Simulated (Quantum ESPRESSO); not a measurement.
## LaCrGe3: which magnetic order is lowest

Aim: find out which collinear order of LaCrGe3 costs least.

Main program and level: Quantum ESPRESSO 7.5; LDA; plane waves with GBRV 1.5 LDA potentials, no spin-orbit coupling.

**What experiment says.**

For LaCrGe3, hexagonal perovskite type (powder), “Suppression of ferromagnetism in the LaVxCr1-xGe3 system” (2013, arxiv:1305.7258) quotes earlier work: moment (previously reported ordered moment per Cr) 1.22 μB [literature value quoted from an earlier neutron study].

Most raw output is cut from this account.

## (1) The structure

The structure is hexagonal, space group P6_3/mmc (No. 194). The conventional cell has a = 6.200 Å, b = 6.200 Å, c = 5.766 Å, α = 90.00°, β = 90.00°, γ = 120.00°. Nearest to La lie 12 Ge at 3.11 to 3.25 Å. Nearest to Cr lie 6 Ge at 2.53 Å. Ge has 2 Cr at 2.53 Å and 2 Ge at 2.60 Å and 4 La at 3.11 to 3.25 Å nearest. Farther neighbours are not listed.

The cell comes from the Crystallography Open Database.

## (2) Run 1 (ferro ++)

The signs are those of the starting moments on the seeded atoms, the atoms that are given a moment.

Contents of pw.in:

```
&CONTROL
  calculation = 'scf'
  prefix = 'pwscf'
  outdir = './tmp'
  pseudo_dir = './pseudo'
  disk_io = 'nowf'
/
&SYSTEM
  ibrav = 0
  celldm(1) = 8
  nat = 10
  ntyp = 3
  ecutwfc = 40
  ecutrho = 280
  nbnd = 86
  occupations = 'smearing'
  smearing = 'fd'
  degauss = 0.00734986
  nspin = 2
  starting_magnetization(1) = 0
  starting_magnetization(2) = 0.1786
  starting_magnetization(3) = 0
/
&ELECTRONS
  conv_thr = 2d-08
  electron_maxstep = 150
  mixing_beta = 0.3
/
ATOMIC_SPECIES
La    138.9055 la_lda_v1.uspp.F.UPF
Cr     51.9961 cr_lda_v1.5.uspp.F.UPF
Ge     72.6300 ge_lda_v1.4.uspp.F.UPF
CELL_PARAMETERS alat
   1.4646322328912    0.0000000000000    0.0000000000000
  -0.7323161164456    1.2684087208794    0.0000000000000
   0.0000000000000    0.0000000000000    1.3620201043240
ATOMIC_POSITIONS crystal
La      0.3333333333    0.6666666667    0.7500000000
La      0.6666666667    0.3333333333    0.2500000000
Cr      0.0000000000    0.0000000000    0.0000000000
Cr      0.0000000000    0.0000000000    0.5000000000
Ge      0.1933500000    0.3867000000    0.2500000000
Ge      0.8066500000    0.1933500000    0.7500000000
Ge      0.6133000000    0.8066500000    0.2500000000
Ge      0.8066500000    0.6133000000    0.7500000000
Ge      0.1933500000    0.8066500000    0.2500000000
Ge      0.3867000000    0.1933500000    0.7500000000
K_POINTS automatic
6 6 6 0 0 0
```

Started as:

```bash
OMP_NUM_THREADS=1 mpirun -n 4 pw.x -nk 4 -in pw.in > pw.out
```

Wall time 2.4 min (4 MPI ranks of AMD EPYC 9R45, shared host); peak memory 1.8 GiB.

Spin moment in the atom's sphere by atom:

| atom | spin moment in the atom's sphere (μB) |
| --- | --- |
| La1 | -0.04 |
| La2 | -0.04 |
| Cr3 | 1.40 |
| Cr4 | 1.40 |
| Ge5 | -0.03 |
| Ge6 | -0.03 |
| Ge7 | -0.03 |
| Ge8 | -0.03 |
| Ge9 | -0.03 |
| Ge10 | -0.03 |

This step gave:

- smearing term TS: 0.1430 eV
- magnetization: 2.597 μB
- absolute magnetization: 3.596 μB
- final state: ferromagnetic

## (3) Run 2, typed as antiferro +−

Edit pw.in of step 2 so:

```diff
@@ -11,6 +11,6 @@
   nat = 10
-  ntyp = 3
+  ntyp = 4
   ecutwfc = 40
   ecutrho = 280
-  nbnd = 86
+  nbnd = 83
   occupations = 'smearing'
@@ -21,3 +21,4 @@
   starting_magnetization(2) = 0.1786
-  starting_magnetization(3) = 0
+  starting_magnetization(3) = -0.1786
+  starting_magnetization(4) = 0
 /
@@ -30,3 +31,4 @@
 La    138.9055 la_lda_v1.uspp.F.UPF
-Cr     51.9961 cr_lda_v1.5.uspp.F.UPF
+Cr1    51.9961 cr_lda_v1.5.uspp.F.UPF
+Cr2    51.9961 cr_lda_v1.5.uspp.F.UPF
 Ge     72.6300 ge_lda_v1.4.uspp.F.UPF
@@ -39,4 +41,4 @@
 La      0.6666666667    0.3333333333    0.2500000000
-Cr      0.0000000000    0.0000000000    0.0000000000
-Cr      0.0000000000    0.0000000000    0.5000000000
+Cr1     0.0000000000    0.0000000000    0.0000000000
+Cr2     0.0000000000    0.0000000000    0.5000000000
 Ge      0.1933500000    0.3867000000    0.2500000000
```

Elapsed: 2.6 min, on 4 MPI ranks; peak memory 1.9 GiB.

Spin moment in the atom's sphere by atom:

| atom | spin moment in the atom's sphere (μB) |
| --- | --- |
| La1 | 0.00 |
| La2 | 0.00 |
| Cr3 | 1.29 |
| Cr4 | -1.31 |
| Ge5 | 0.00 |
| Ge6 | 0.00 |
| Ge7 | 0.00 |
| Ge8 | 0.00 |
| Ge9 | 0.00 |
| Ge10 | 0.00 |

This step gave:

```
smearing term TS       : 0.2055 eV
magnetization          : -0.013 μB
absolute magnetization : 3.173 μB
final state            : antiferromagnetic
```

## (4) Energies of the orders

An order is kept where moments of 0.15 μB or more survive with the typed signs; meshes match where a doubled cell samples the same k points as the first cell.

Orders:

| start | final state | typed order kept | energy over the lowest (meV a seeded atom) | largest site moment (μB) | net moment (μB a cell of the first run) | mesh matched | CPU time (s) |
| --- | --- | --- | --- | --- | --- | --- | --- |
| ferro ++ | ferromagnetic | yes | 0 | 1.405 | 2.597 | yes | 572.7 |
| antiferro +- | antiferromagnetic | yes | 51.67 | 1.306 | 0.0133 | yes | 629.9 |

## (5) The lowest state again, with its states saved

Edit pw.in of step 3 so:

```diff
@@ -5,3 +5,3 @@
   pseudo_dir = './pseudo'
-  disk_io = 'nowf'
+  disk_io = 'low'
 /
@@ -11,6 +11,6 @@
   nat = 10
-  ntyp = 4
+  ntyp = 3
   ecutwfc = 40
   ecutrho = 280
-  nbnd = 83
+  nbnd = 90
   occupations = 'smearing'
@@ -21,4 +21,3 @@
   starting_magnetization(2) = 0.1786
-  starting_magnetization(3) = -0.1786
-  starting_magnetization(4) = 0
+  starting_magnetization(3) = 0
 /
@@ -31,4 +30,3 @@
 La    138.9055 la_lda_v1.uspp.F.UPF
-Cr1    51.9961 cr_lda_v1.5.uspp.F.UPF
-Cr2    51.9961 cr_lda_v1.5.uspp.F.UPF
+Cr     51.9961 cr_lda_v1.5.uspp.F.UPF
 Ge     72.6300 ge_lda_v1.4.uspp.F.UPF
@@ -41,4 +39,4 @@
 La      0.6666666667    0.3333333333    0.2500000000
-Cr1     0.0000000000    0.0000000000    0.0000000000
-Cr2     0.0000000000    0.0000000000    0.5000000000
+Cr      0.0000000000    0.0000000000    0.0000000000
+Cr      0.0000000000    0.0000000000    0.5000000000
 Ge      0.1933500000    0.3867000000    0.2500000000
```

Wall time 2.2 min (4 MPI ranks); peak memory 1.9 GiB; 9 min of CPU time.

This step gave:

```yaml
smearing_term_ts: 0.1430 eV
magnetization: 2.598 μB
absolute_magnetization: 3.597 μB
final_state: ferromagnetic
largest_moment: 1.405 μB
```

## (6) Another way to count moments

projwfc.x projects the saved states on orthogonalised atomic orbitals of the pseudopotential files.

Run time: 3.7 s. Hardware: 4 MPI ranks; peak memory 0.53 GiB; 15 s of CPU time.

| atom | moment in the sphere (μB) | Löwdin moment (μB) | Löwdin charge (e) |
| --- | --- | --- | --- |
| La1 | -0.043 | -0.091 | 11.660 |
| La2 | -0.043 | -0.091 | 11.660 |
| Cr3 | 1.405 | 1.583 | 13.141 |
| Cr4 | 1.405 | 1.583 | 13.141 |
| Ge5 | -0.029 | -0.071 | 14.000 |
| Ge6 | -0.029 | -0.071 | 14.000 |
| Ge7 | -0.029 | -0.071 | 14.000 |
| Ge8 | -0.029 | -0.071 | 14.000 |
| Ge9 | -0.029 | -0.071 | 14.000 |
| Ge10 | -0.029 | -0.071 | 14.000 |

## (7) Results

```json
{
  "lowest state found": "ferromagnetic (from ferro ++)",
  "largest site moment": "1.40 μB",
  "next state with moments": "antiferromagnetic, 51.7 meV a seeded atom higher"
}
```

In words: The smearing terms TS of the orders run from 72 to 103 meV a seeded atom, so the differences would change at a smaller width: an order with a larger TS is lowered more by the smearing. The largest moment reads 1.41 μB in the sphere and 1.58 μB by Löwdin projection; a site moment hangs on how space is shared out. This is the lowest of 2 collinear or spinless starts, no proof of the ground state. A computed site moment is spin alone and hangs on the region that is counted: the program's spheres do not touch and miss the tail of the moment. Measured moments hold any orbital part as well, and belong to the order of the sample, which need not be the order of this run. Energies are free energies at an electronic temperature of 1160 K, which lowers moments and differences where the moments are itinerant.

Computed beside measured:

| quantity | measured | in the sphere | Löwdin |
| --- | --- | --- | --- |
| moment (Cr) (μB) | 1.22 | 1.40 (+15.1 %) | 1.58 (+29.7 %) |

Measured values from arxiv:1305.7258 (2013).

Verdict: For the moment, of the levels listed nearest comes in the sphere (+15.1 %) and farthest Löwdin (+29.7 %). No cell relaxation is part of this session.

[Logs and program files are shortened in this print: banners, set-up blocks, solver, clock and traceback lines can be left out without a mark of their own.]

[Logs are printed without paths, hosts, clocks, repeated set-up lines and the standing remarks that a program may print on its own settings, such as how far it seeks lower states.]

[Hosts, paths, dates, database ids (printed as entryN), source tags and the programs' standing remarks are cut or masked in the printed files.]

[Where a cell is said to come from a database of computed structures, the database is the Materials Project.]
